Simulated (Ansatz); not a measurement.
# TiAl3 (I4/mmm): a Bloch–Grüneisen fit of the computed resistivity

Wanted: a compact model of ρ(T) for TiAl3 (I4/mmm) and a check of it.

The resistivities were computed with Ansatz 0.2.0 (DFT PBE, scalar-relativistic, plane waves, PAW; PAW set soft_1) from the linearised Boltzmann equation with harmonic phonons, on q 4×4×4, k 20×20×20, scattering 28×28×28; the fit below is done by hand on them.

### Step 1. The data

The structure is tetragonal, space group I4/mmm (No. 139). The conventional cell has a = 3.845 Å, b = 3.845 Å, c = 8.621 Å, α = 90.00°, β = 90.00°, γ = 90.00°. Ti on site a is surrounded by 12 Al at 2.72 to 2.89 Å. Around Al on site b lie 4 Ti at 2.72 Å and 8 Al at 2.89 Å. Around Al on site d lie 8 Al at 2.72 to 2.89 Å and 4 Ti at 2.89 Å.

This is the relaxed cell of the run, from steps not shown here.

The mean resistivity of the three axes from 50 to 800 K, with one row held back; the colder rows stay outside the fit and test it at the end:

```
T (K)  ρ (μΩ cm)
   50     0.1020
   80     0.6531
  100      1.321
  150      3.554
  200          ?
  273      9.427
  300      10.66
  400      15.12
  500      19.48
  600      23.83
  800      32.62
```

### Step 2. Model and fit

Bloch and Grüneisen's form is ρ(T) = A (T/Θ)⁵ J₅(Θ/T), with J₅(z) the integral of x⁵/((eˣ − 1)(1 − e⁻ˣ)) from 0 to z. It goes as T⁵ far below Θ and as A T/(4Θ) far above. For a trial Θ the best A is the geometric mean of ρ/[(T/Θ)⁵ J₅] over the rows, and the scatter of that ratio measures the fit:

```
Θ (K)  A (μΩ cm)  scatter (%)
  296      33.30         48.5
  396      53.58         24.0
  444      65.99         12.3
  494      81.11          1.4
  544      98.74         11.5
  618      130.1         27.8
  740      198.2         52.4
```

The scatter is least at Θ = 494 K, with A = 81.11 μΩ cm (1.4 % r.m.s.).

```
T (K)  computed      fit
   50    0.1020  0.09978
   80    0.6531   0.6704
  100     1.321    1.350
  150     3.554    3.562
  273     9.427    9.394
  300     10.66    10.63
  400     15.12    15.10
  500     19.48    19.45
  600     23.83    23.72
  800     32.62    32.15
```

### Step 3. Prediction and check

At T = 200 K, Θ/T = 2.470, J₅ = 6.754 and (T/Θ)⁵ = 0.01088, so the fit gives 5.959 μΩ cm. The computed value is 5.983 μΩ cm: the fit is off by -0.40 %. Outside its range, at 20 K, it gives 0.00110 against 0.00113 μΩ cm computed, 0.97 times that; at that temperature the run's own test moves by 6 % between meshes in the component that moves most. Among the rows used, the largest miss is +2.7 %, at 80 K.

### Step 4. Reading Θ and A

Θ = 494 K is 1.46 times ħω_log/k_B (338 K) and 0.91 of the highest phonon frequency (541 K). The high-temperature slope of the fit, A/(4Θ), is 0.0410 μΩ cm/K. The same slope from the run's transport coupling and plasma energy, 2π k_B λ_tr/(ħ ε₀ ω_p²) with λ_tr = 0.186, 0.186, 0.165 (xx, yy, zz) and ħω_p = 4.31, 4.31, 3.96 (xx, yy, zz) eV, is 0.0410 μΩ cm/K in the mean of the axes, -0.0 % from it. For comparison, the computed rows rise by 0.0439 μΩ cm/K between the two hottest.

### Step 5. Results

| Item | Value |
| --- | --- |
| Θ | 494 K |
| A | 81.11 μΩ cm |
| scatter of the fit | 1.4 % |
| held-back row at 200 K, fit against computed | 5.959 against 5.983 μΩ cm |

**Reading.** Two numbers, Θ = 494 K and A = 81.1 μΩ cm, hold the computed ρ(T) from 50 to 800 K within 1.38 % r.m.s. and predict the held-back row within 0.40 %. By the run's own test the resistivity at 300 K moves by 3 % between its two finest scattering meshes, in the component that moves most. The fit describes the calculation: impurities, thermal expansion, changes of phase and anharmonicity are in neither.

[Logs are printed without paths, hosts, clocks, repeated set-up lines and the standing remarks that a program may print on its own settings, such as how far it seeks lower states.]

[Hosts, paths, dates, database ids (printed as entryN), source tags and the programs' standing remarks are cut or masked in the printed files.]
